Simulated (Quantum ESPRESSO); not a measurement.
# Ta (Im-3m): from the cell to the phonon bands

How does Ta (Im-3m) vibrate, and is this structure a minimum?

Calculated with Quantum ESPRESSO 7.5; DFT LDA, scalar-relativistic, plane waves, PseudoDojo norm-conserving pseudopotentials.

This is a report of a sequence of runs, with most program output left out.

### Step 1. Starting point

It takes space group Im-3m (No. 229, cubic). Conventional cell: a = 3.303 Å, b = 3.303 Å, c = 3.303 Å, α = 90.00°, β = 90.00°, γ = 90.00°. Nearest to Ta lie 8 Ta at 2.86 Å.

### Step 2. A first look

A cheap run with smearing and empty bands tells whether the crystal has a gap, which decides between fixed occupations and smearing later on.

Contents of probe.in:

```
 &control
    calculation='scf',
    prefix='x',
    outdir='./tmp',
    pseudo_dir='./pseudo',
    tprnfor=.true.,
    tstress=.true.,
    verbosity='high',
 /
 &system
    ibrav=0,
    nat=1,
    ntyp=1,
    ecutwfc=64.0,
    occupations='smearing',
    smearing='gaussian',
    degauss=0.01,
 /
 &electrons
    conv_thr=1.0d-07,
    mixing_beta=0.7,
    electron_maxstep=100,
 /
ATOMIC_SPECIES
 Ta    180.9479  Ta.upf
CELL_PARAMETERS angstrom
     1.651280000    1.651280000    1.651280000
    -1.651280000    1.651280000    1.651280000
    -1.651280000   -1.651280000    1.651280000
ATOMIC_POSITIONS crystal
 Ta     0.000000000   0.000000000   0.000000000
K_POINTS automatic
 8 8 8 0 0 0
```

Launch:

```console
> OMP_NUM_THREADS=1 mpirun -n 4 pw.x -nk 4 -in probe.in > probe.out
```

Elapsed: 1.7 s, on 4 MPI ranks of Arm Neoverse V1, shared host; 6.5 s of CPU time.

Numbers from this step:

| Item | Value |
| --- | --- |
| volume per atom | 18.01 Å³ |
| pressure | -11.86 GPa |
| gap on the k-mesh | 0 eV |

No gap opens on this mesh, so smearing is kept; the start stands at -12 GPa.

### Step 3. Relaxation

The relaxation runs at a cutoff a fifth above that of the response, since stress converges more slowly with the basis than frequencies do. Forces and stress are brought to rest with tight thresholds.

Contents of relax.in:

```
 &control
    calculation='vc-relax',
    prefix='x',
    outdir='./tmp',
    pseudo_dir='./pseudo',
    tprnfor=.true.,
    tstress=.true.,
    forc_conv_thr=2.0d-05,
    etot_conv_thr=1.0d-07,
    nstep=40,
 /
 &system
    ibrav=0,
    nat=1,
    ntyp=1,
    ecutwfc=77,
    occupations='smearing',
    smearing='mv',
    degauss=0.02,
 /
 &electrons
    conv_thr=1.0d-11,
    mixing_beta=0.7,
    electron_maxstep=100,
 /
 &ions
 /
 &cell
    press_conv_thr=0.2,
 /
ATOMIC_SPECIES
 Ta    180.9479  Ta.upf
CELL_PARAMETERS angstrom
     1.651280000    1.651280000    1.651280000
    -1.651280000    1.651280000    1.651280000
    -1.651280000   -1.651280000    1.651280000
ATOMIC_POSITIONS crystal
 Ta     0.000000000   0.000000000   0.000000000
K_POINTS automatic
 16 16 16 0 0 0
```

Launch:

```console
> OMP_NUM_THREADS=1 mpirun -n 4 pw.x -nk 4 -in relax.in > relax.out
```

The job ended after 24 s (4 MPI ranks).

Step by step:

| step | energy less that of the first step (eV) | largest force (eV/Å) | pressure (GPa) | volume (Å³) |
| --- | --- | --- | --- | --- |
| 1 | 0.0000 | 0.0000 | -10.22 | 18.01 |
| 2 | -0.0307 | 0.0000 | -0.03 | 17.09 |
| 3 | -0.0307 | 0.0000 | 0.00 | 17.09 |
| 4 | -0.0307 | 0.0000 | 0.00 | 17.09 |

| conventional cell, symmetrised | before | after | change |
| --- | --- | --- | --- |
| a (Å) | 3.303 | 3.245 | -1.7 % |
| b (Å) | 3.303 | 3.245 | -1.7 % |
| c (Å) | 3.303 | 3.245 | -1.7 % |
| volume (Å³/atom) | 18.01 | 17.09 | -5.1 % |

Final coordinates:

```
CELL_PARAMETERS angstrom
1.62250 1.62250 1.62250
-1.62250 1.62250 1.62250
-1.62250 -1.62250 1.62250
ATOMIC_POSITIONS crystal
Ta 0.00000 0.00000 0.00000
```

The last row of the table of steps is pw.x's closing run on a basis chosen anew for the final cell, so its energy can jump.

Numbers from this step:

| Quantity | Value |
| --- | --- |
| volume per atom | 17.09 Å³ |
| pressure | 0.002 GPa |

The volume changes by -5.1 % from the cell with which this run began.

### Step 4. Self-consistent run for the response

Perturbation theory inherits every error of the wavefunctions, so the threshold is set near the limit of the arithmetic. Smearing stays on, as the first look found no gap above 0.3 eV.

Contents of scf.in:

```
 &control
    calculation='scf',
    prefix='x',
    outdir='./tmp',
    pseudo_dir='./pseudo',
    tprnfor=.true.,
    tstress=.true.,
 /
 &system
    ibrav=0,
    nat=1,
    ntyp=1,
    ecutwfc=64.0,
    occupations='smearing',
    smearing='mv',
    degauss=0.02,
 /
 &electrons
    conv_thr=1.0d-12,
    mixing_beta=0.7,
    electron_maxstep=100,
 /
ATOMIC_SPECIES
 Ta    180.9479  Ta.upf
CELL_PARAMETERS angstrom
     1.622502673    1.622502673    1.622502673
    -1.622502673    1.622502673    1.622502673
    -1.622502673   -1.622502673    1.622502673
ATOMIC_POSITIONS crystal
 Ta     0.000000000   0.000000000   0.000000000
K_POINTS automatic
 16 16 16 0 0 0
```

Launch:

```console
> OMP_NUM_THREADS=1 mpirun -n 4 pw.x -nk 4 -in scf.in > scf.out
```

Elapsed: 6.9 s, on 4 MPI ranks.

Read from the output:

* pressure: -0.01 GPa

The cell stands at -0.01 GPa, close enough for phonons.

### Step 5. Phonons on a q mesh

Linear response treats each wavevector in the unit cell, with no supercell; the 4×4×4 mesh fixes the range of the force constants to be had.

Contents of ph.in:

```
phonons
 &inputph
    prefix='x',
    outdir='./tmp',
    fildyn='x.dyn',
    tr2_ph=1.0d-18,
    alpha_mix(1)=0.4,
    nmix_ph=8,
    ldisp=.true.,
    nq1=4,
    nq2=4,
    nq3=4,
 /
```

Launch:

```console
> OMP_NUM_THREADS=1 mpirun -n 4 ph.x -nk 4 -in ph.in > ph.out
```

Wall time 41 min (4 MPI ranks); 2.8 h of CPU time.

Numbers from this step:

```
largest acoustic frequency at the zone centre before the sum rule  : 0.53 cm⁻¹
lowest mode on the q mesh (acoustic ones at the zone centre apart) : 63.79 cm⁻¹
```

Frequencies (cm⁻¹) at each irreducible wavevector; negative means imaginary. Frequencies by wavevector:

| q (fractions) | star | mode 1 | mode 2 | mode 3 |
| --- | --- | --- | --- | --- |
| 0 0 0 | 1 | 0.53 | 0.53 | 0.53 |
| 0 0 0.25 | 12 | 63.79 | 73.41 | 113.9 |
| 0 0 -0.5 | 6 | 92.73 | 140.9 | 142.2 |
| 0 0.25 -0.5 | 24 | 92.17 | 100.5 | 152.7 |
| 0.25 0.25 0.25 | 6 | 101.3 | 101.3 | 147.4 |
| 0.25 0.25 -0.5 | 12 | 104.7 | 144 | 156.2 |
| 0.25 -0.25 0.25 | 2 | 124.7 | 124.7 | 124.7 |
| -0.5 -0.5 -0.5 | 1 | 167 | 167 | 167 |

The acoustic modes at Γ come out as far as 0.5 cm⁻¹ from zero, where they should vanish, a small numerical error.

### Step 6. Force constants in real space

The dynamical matrices of the mesh are Fourier-transformed to force constants in real space.

Contents of q2r.in:

```
 &input
    fildyn='x.dyn',
    zasr='simple',
    flfrc='x.fc',
 /
```

Launch:

```console
> q2r.x < q2r.in > q2r.out
```

It took 0.45 s on 1 thread.

### Step 7. Dispersion

From the force constants any wavevector is cheap; points of the mesh come back as solved, but for the sum rule and, in polar crystals, the LO-TO term at Γ; the rest is interpolation.

Contents of matdyn.in:

```
 &input
    asr='simple',
    flfrc='x.fc',
    flfrq='x.freq',
    flvec='x.modes',
    q_in_band_form=.true.,
    q_in_cryst_coord=.true.,
 /
8
  0.0000000   0.0000000   0.0000000  12  ! GAMMA
  0.5000000   0.5000000  -0.5000000  12  ! H
  0.5000000  -0.0000000  -0.5000000  12  ! N
  0.0000000   0.0000000   0.0000000  12  ! GAMMA
  0.7500000   0.2500000  -0.2500000  12  ! P
  0.5000000   0.5000000  -0.5000000   1  ! H
  0.7500000   0.2500000  -0.2500000  12  ! P
  0.5000000  -0.0000000  -0.5000000   1  ! N
```

Launch:

```console
> matdyn.x -in matdyn.in > matdyn.out
```

Run time: 0.45 s. Hardware: 1 thread.

Read from the output:

```yaml
lowest_frequency_on_the_path: 0 cm⁻¹
mean_frequency: 113.2 cm⁻¹
debye_temperature_second_moment: 219 K
logarithmic_mean_frequency: 106.8 cm⁻¹
```

Matdyn.x, sum rule simple. The phonon branches at the labelled points (cm⁻¹):

| point | branch 1 | branch 2 | branch 3 |
| --- | --- | --- | --- |
| Γ | 0 | 0 | 0 |
| halfway | 101 | 101 | 147 |
| H | 167 | 167 | 167 |
| halfway | 105 | 144 | 156 |
| N | 93 | 141 | 142 |
| halfway | 64 | 73 | 114 |
| Γ | 0 | 0 | 0 |
| halfway | 61 | 61 | 143 |
| P | 125 | 125 | 125 |
| halfway | 100 | 139 | 139 |
| H | 167 | 167 | 167 |
| jump to P | 125 | 125 | 125 |
| halfway | 95 | 123 | 145 |
| N | 93 | 141 | 142 |

Lowest modes at the softest wavevector of the mesh; phase exp(i q.(R + tau)). Modes at q = (0.000, 0.250, 0.250):

| mode | frequency (cm⁻¹) |
| --- | --- |
| 1 | 63.8 |
| 2 | 73.4 |
| 3 | 113.9 |

Displacements in mode 1 (63.8 cm⁻¹), the largest set to 1, in the home cell:
```
Ta1 1.00 0.00 1.00
```

Displacements in mode 3 (113.9 cm⁻¹), the largest set to 1, in the home cell:
```
Ta1  1.00  0.00 -1.00
```

Force constants by pair (phonopy on the run's constants); pairs near half the supercell's span include their periodic images. Pair force constants, by row:

| atom | neighbour | distance (Å) | third of the trace (eV/Å²) | along the pair's line (eV/Å²) |
| --- | --- | --- | --- | --- |
| Ta1 | itself | 0 | 9.255 | – |
| Ta1 | Ta | 2.81 | -0.9899 | -2.481 |
| Ta1 | Ta | 3.245 | -0.1507 | -0.3617 |
| Ta1 | Ta | 4.589 | -0.0173 | -0.4597 |
| Ta1 | Ta | 5.381 | -0.0567 | -0.3539 |
| Ta1 | Ta | 5.621 | 0.1005 | 0.5711 |
| Ta1 | Ta | 6.49 | 0.2543 | 0.973 |
| Ta1 | Ta | 7.256 | -0.0045 | 0.014 |

Harmonic mean-square displacement, third of the trace. Mean-square displacements:

| T (K) | Ta1 U_eq (Å²) |
| --- | --- |
| 0 | 9.60e-4 |
| 100 | 0.0025 |
| 300 | 0.00693 |
| 600 | 0.01375 |

Mode patterns, pair constants, displacements and means over the zone were worked out by phonopy from the force constants of q2r.x.

All branches are real along the path.

### Step 8. Density of states

Sums over the zone need many more wavevectors than were solved, so the interpolation is sampled on a dense mesh.

Contents of matdyn.in:

```
 &input
    asr='simple',
    flfrc='x.fc',
    dos=.true.,
    fldos='x.dos',
    nk1=20,
    nk2=20,
    nk3=20,
    deltaE=0.3,
 /
```

Launch:

```console
> matdyn.x -in matdyn.in > matdyn.out
```

Elapsed: 3.5 s, on 1 thread.

Read from the output:

```
share of modes beyond 3i cm⁻¹ on the dense interpolated mesh : 0
zero-point energy per atom                                   : 21.05 meV
heat capacity at 300 K                                       : 24.29 J/(mol atoms K)
vibrational entropy at 300 K                                 : 41.89 J/(mol atoms K)
```

Tetrahedra. Phonon density of states against wavenumber; read off at these points:

| wavenumber (cm⁻¹) | phonon density of states (1/cm⁻¹/cell) |
| --- | --- |
| 0.0 | 0 |
| 5.0 | 1.8e-4 |
| 10.0 | 4.5e-4 |
| 15.0 | 0.00160 |
| 20.0 | 0.00175 |
| 25.0 | 0.00219 |
| 30.0 | 0.00277 |
| 35.0 | 0.00376 |
| 40.0 | 0.00439 |
| 45.0 | 0.00526 |
| 50.0 | 0.00655 |
| 55.0 | 0.00747 |
| 60.0 | 0.00878 |
| 65.0 | 0.0104 |
| 70.0 | 0.0124 |
| 75.0 | 0.0147 |
| 80.0 | 0.0183 |
| 85.0 | 0.0262 |
| 90.0 | 0.0552 |
| 90.9 | 0.0566 |
| 95.0 | 0.0340 |
| 100.0 | 0.0223 |
| 105.0 | 0.0195 |
| 110.0 | 0.0191 |
| 115.0 | 0.0197 |
| 120.0 | 0.0237 |
| 125.0 | 0.0245 |
| 130.0 | 0.0232 |
| 135.0 | 0.0259 |
| 140.0 | 0.0420 |
| 145.0 | 0.0968 |
| 150.0 | 0.0454 |
| 155.0 | 0.0184 |
| 160.0 | 0.00747 |
| 165.0 | 0.00328 |

Harmonic thermodynamic functions per atom, summed over the density of states scaled to three modes an atom; melting is ignored. Thermodynamic functions:

| T (K) | F_vib (meV/atom) | S (J/mol-atom/K) | C_V (J/mol-atom/K) |
| --- | --- | --- | --- |
| 0 | 21.05 | 0 | 0 |
| 50 | 20.14 | 5.793 | 11.4 |
| 100 | 14.18 | 16.9 | 19.89 |
| 200 | -11.95 | 32.18 | 23.52 |
| 300 | -50.65 | 41.89 | 24.29 |
| 400 | -97.88 | 48.92 | 24.57 |
| 500 | -151.5 | 54.42 | 24.71 |
| 600 | -210.3 | 58.94 | 24.78 |
| 700 | -273.5 | 62.76 | 24.82 |
| 800 | -340.3 | 66.08 | 24.85 |
| 900 | -410.3 | 69 | 24.87 |
| 1000 | -483.2 | 71.62 | 24.88 |

At 300 K the heat capacity has reached 97 % of the Dulong-Petit value.

### Step 9. The dispersion under another sum rule (asr all)

The sum rule corrects the force constants themselves, so it can shift branches at any wavevector, low ones most.

Contents of matdyn.in:

```
 &input
    asr='all',
    flfrc='x.fc',
    flfrq='x.freq',
    flvec='x.modes',
    q_in_band_form=.true.,
    q_in_cryst_coord=.true.,
 /
8
  0.0000000   0.0000000   0.0000000   8  ! GAMMA
  0.5000000   0.5000000  -0.5000000   8  ! H
  0.5000000  -0.0000000  -0.5000000   8  ! N
  0.0000000   0.0000000   0.0000000   8  ! GAMMA
  0.7500000   0.2500000  -0.2500000   8  ! P
  0.5000000   0.5000000  -0.5000000   1  ! H
  0.7500000   0.2500000  -0.2500000   8  ! P
  0.5000000  -0.0000000  -0.5000000   1  ! N
```

Launch:

```console
> matdyn.x -in matdyn.in > matdyn.out
```

The job ended after 0.45 s (1 thread).

At the labelled points the branches move by no more than 0.1 cm⁻¹.

### Step 10. Outcome

| Quantity | Value |
| --- | --- |
| space group after relaxation | Im-3m |
| volume per atom | 17.1 Å³ |
| q mesh | 4×4×4 |
| lowest mode on the q mesh (acoustic ones at the zone centre apart) | 63.8 cm⁻¹ |
| zero-point energy per atom | 21.1 meV |
| heat capacity at 300 K | 24.3 J/(mol atoms K) |
| vibrational entropy at 300 K | 41.9 J/(mol atoms K) |
| imaginary modes on the q mesh | none |

What this shows: Ta (Im-3m) is dynamically stable on the 4×4×4 mesh; its spectrum reaches 167 cm⁻¹. These are harmonic frequencies at zero temperature: anharmonic shifts and linewidths and thermal expansion are left out. Spin-orbit coupling is left out, which can matter for the heavy elements here. In a metal the frequencies hang on the k mesh and the smearing, most of all near Kohn anomalies.

[Host names and launcher messages were left out of these logs when they were recorded.]

[Logs are printed without paths, hosts, clocks, repeated set-up lines and the standing remarks that a program may print on its own settings, such as how far it seeks lower states.]

[Hosts, paths, dates, database ids (printed as entryN), source tags and the programs' standing remarks are cut or masked in the printed files.]
